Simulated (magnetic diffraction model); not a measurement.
## Solving a magnetic structure from powder neutron data: Sr3Co2S6

Space group Immm (no. 71), a = 4.5870 Å, b = 13.2830 Å, c = 24.1090 Å.

| site | atom | x | y | z |
| --- | --- | --- | --- | --- |
| 8l | Sr | 0 | 0.8316 | 0.6808 |
| 4j | Sr | 0 | 1/2 | 0.6912 |
| 4h | Sr | 1/2 | 0.6817 | 0 |
| 2b | Sr | 1/2 | 0 | 0 |
| 8l | Co | 0 | 0.8387 | 0.9012 |
| 4j | Co | 0 | 1/2 | 0.9002 |
| 8l | S | 0 | 0.1669 | 0.8039 |
| 8l | S | 0 | 0.3421 | 0.9149 |
| 8l | S | 0 | 0.3485 | 0.5978 |
| 4i | S | 0 | 0 | 0.5843 |
| 4j | S | 0 | 1/2 | 0.8054 |
| 4g | S | 0 | 0.1430 | 0 |

The compound is invented for this exercise: a known structure type with other elements, its cell scaled to their sizes and not relaxed.

Only Co is taken to order (form factors of Co3+); orders and moment sizes are assumed, and not adapted to the symmetry. Radiation: neutrons of λ = 1.8 Å, 3° to 30°; isotropic B of 0.57 Å² (Sr), 0.62 Å² (Co) and 0.78 Å² (S). The intensities are simulated: I ∝ L Σ (|F_N|² + |F_M⊥|²) for unpolarised neutrons, with F_M = 2.695 fm/μB × Σ f(s) S exp(2πi Q·r) exp(−B s²) at Q = H ± k (one set where k and −k are equivalent), only the part normal to Q counting and L = 1/(sin²θ cos θ). For collinear order S is the moment m, which repeats by lattice and centring translations R with the sign exp(−2πi k·R). Form factors are spin-only for 3d ions and dipole or tabulated for f ions, scattering lengths are Sears's of 1992, and absorption is left out. A label names one of the reflections at its angle. The strongest nuclear line in the range is 100, and lines under 0.2 are left out.

Above the ordering temperature:

```csv
2θ (°),index,I
8.56,(0 0 2),3.5
8.87,(0 1 1),0.9
15.04,(0 1 3),10.9
15.58,(0 2 0),11.0
17.18,(0 0 4),2.2
17.80,(0 2 2),11.0
22.91,(0 1 5),31.9
23.04,(1 0 1),100.0
23.27,(0 2 4),1.0
23.85,(0 3 1),28.0
23.96,(1 1 0),5.9
25.49,(1 1 2),1.1
25.89,(0 0 6),89.0
26.11,(1 0 3),14.5
26.84,(0 3 3),1.5
27.93,(1 2 1),4.3
29.63,(1 1 4),6.3
```

Below it (cell unchanged):

```
2θ (°)      I
  4.28  105.2
  8.56    3.5
  8.87    0.9
 11.57  539.7
 12.86   29.2
 15.04   10.9
 15.58   11.0
 16.16  165.2
 17.18    2.2
 17.80   11.0
 18.88   54.4
 20.25  206.3
 22.91   31.9
 23.04  100.0
 23.27    1.0
 23.85   28.0
 23.96    5.9
 24.24   50.0
 24.35  152.2
 25.01   38.9
 25.49    1.1
 25.89   89.0
 26.11   14.5
 26.84    1.5
 27.07   17.3
 27.29  266.1
 27.93    4.3
 28.55   10.5
 28.94  262.9
 29.22    8.6
 29.63    6.3
```

**Question.** Find the propagation vector, then choose among these models:
A. collinear moments along [110], 3.23 μB on Co; signs + at (0, 0.8387, 0.9012), − at (0, 1/2, 0.9002), − at (0, 0.1613, 0.9012), + at (1/2, 0.3387, 0.5988), − at (1/2, 0.6613, 0.5988), − at (1/2, 0, 0.5998)
B. collinear moments along [111], 3.23 μB on Co; signs + at (0, 0.8387, 0.9012), − at (0, 1/2, 0.9002), − at (0, 0.1613, 0.9012), − at (1/2, 0.3387, 0.5988), + at (1/2, 0.6613, 0.5988), + at (1/2, 0, 0.5998)
C. collinear moments along [110], 3.23 μB on Co; signs + at (0, 0.8387, 0.9012), − at (0, 1/2, 0.9002), − at (0, 0.1613, 0.9012), − at (1/2, 0.3387, 0.5988), + at (1/2, 0.6613, 0.5988), + at (1/2, 0, 0.5998)
D. collinear moments along [111], 3.23 μB on Co; signs + at (0, 0.8387, 0.9012), − at (0, 1/2, 0.9002), − at (0, 0.1613, 0.9012), + at (1/2, 0.3387, 0.5988), − at (1/2, 0.6613, 0.5988), − at (1/2, 0, 0.5998)

The new lines index as (0 0 1) at 4.28°, (0 1 2) at 11.57°, (0 0 3) at 12.86° and (0 2 1) at 16.16°, that is as H ± k with k = (1 0 0). The indices are whole but break the lattice centring, so the moments reverse under a centring translation, those with k·t a half-integer.

Magnetic intensity, observed (below minus above) and for each model:

| 2θ (°) | index | observed | A | B | C | D |
| --- | --- | --- | --- | --- | --- | --- |
| 4.28 | (0 0 1) | 105.2 | 414.9 | 200.4 | 790.1 | 105.2 |
| 7.77 | (0 1 0) | <0.2 | <0.2 | 1081.8 | 149.0 | <0.2 |
| 11.57 | (0 1 2) | 539.7 | 659.1 | 61.7 | 75.3 | 539.7 |
| 16.16 | (0 2 1) | 165.2 | 38.0 | 321.0 | 73.9 | 165.2 |
| 18.88 | (0 1 4) | 54.4 | 134.6 | 93.3 | 230.9 | 54.4 |
| 20.25 | (0 2 3) | 206.3 | 172.1 | 19.2 | 16.0 | 206.3 |
| 27.29 | (1 1 3) | 266.1 | 285.6 | 24.8 | 26.7 | 266.1 |
| 28.94 | (1 2 2) | 262.9 | 207.6 | 30.1 | 23.8 | 262.9 |

Model D matches.

The absence at (0 1 0) is telling: the sublattices cancel there.

The structure used: k = (1 0 0), collinear moments along [111], 3.23 μB on Co; signs + at (0, 0.8387, 0.9012), − at (0, 1/2, 0.9002), − at (0, 0.1613, 0.9012), + at (1/2, 0.3387, 0.5988), − at (1/2, 0.6613, 0.5988), − at (1/2, 0, 0.5998).

[Logs are printed without paths, hosts, clocks, repeated set-up lines and the standing remarks that a program may print on its own settings, such as how far it seeks lower states.]
